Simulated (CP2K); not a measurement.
Two runs for the S L₂,₃ edge of thietane. Run A: CP2K XAS_TDP, all-electron GAPW, PBEh(45%), aug-cc-pVDZ, TDA, ZORA, spin–orbit coupling. Run B differs in one setting.

First lines with a strength over 0.0003. A:

| atom | energy (eV) | states | strength, one atom |
| --- | --- | --- | --- |
| S3 (bonded to 2 C) | 162.59 | 1 | 0.0013 |
|  | 162.87 | 1 | 0.0011 |
|  | 163.68 | 1 | 0.0011 |
|  | 163.97 | 1 | 0.0026 |
|  | 164.35 | 1 | 0.0019 |

B:

| atom | energy (eV) | states | strength, one atom |
| --- | --- | --- | --- |
| S3 (bonded to 2 C) | 165.81 | 1 | 0.0012 |
|  | 166.07 | 1 | 0.0012 |
|  | 166.88 | 1 | 0.0010 |
|  | 167.16 | 1 | 0.0024 |
|  | 167.54 | 2 | 0.0009 |

Q: Which was it: the basis, the functional, GW2X switched on?

GW2X switched on. GW2X shifts the lines nearly together; each 2p level gets its own shift. The lowest line over the strength cut lies at 165.81 eV, against 162.59 eV (PBEh(45%), aug-cc-pVDZ).

[Hosts, paths, dates, database ids (printed as entryN), source tags and the programs' standing remarks are cut or masked in the printed files.]
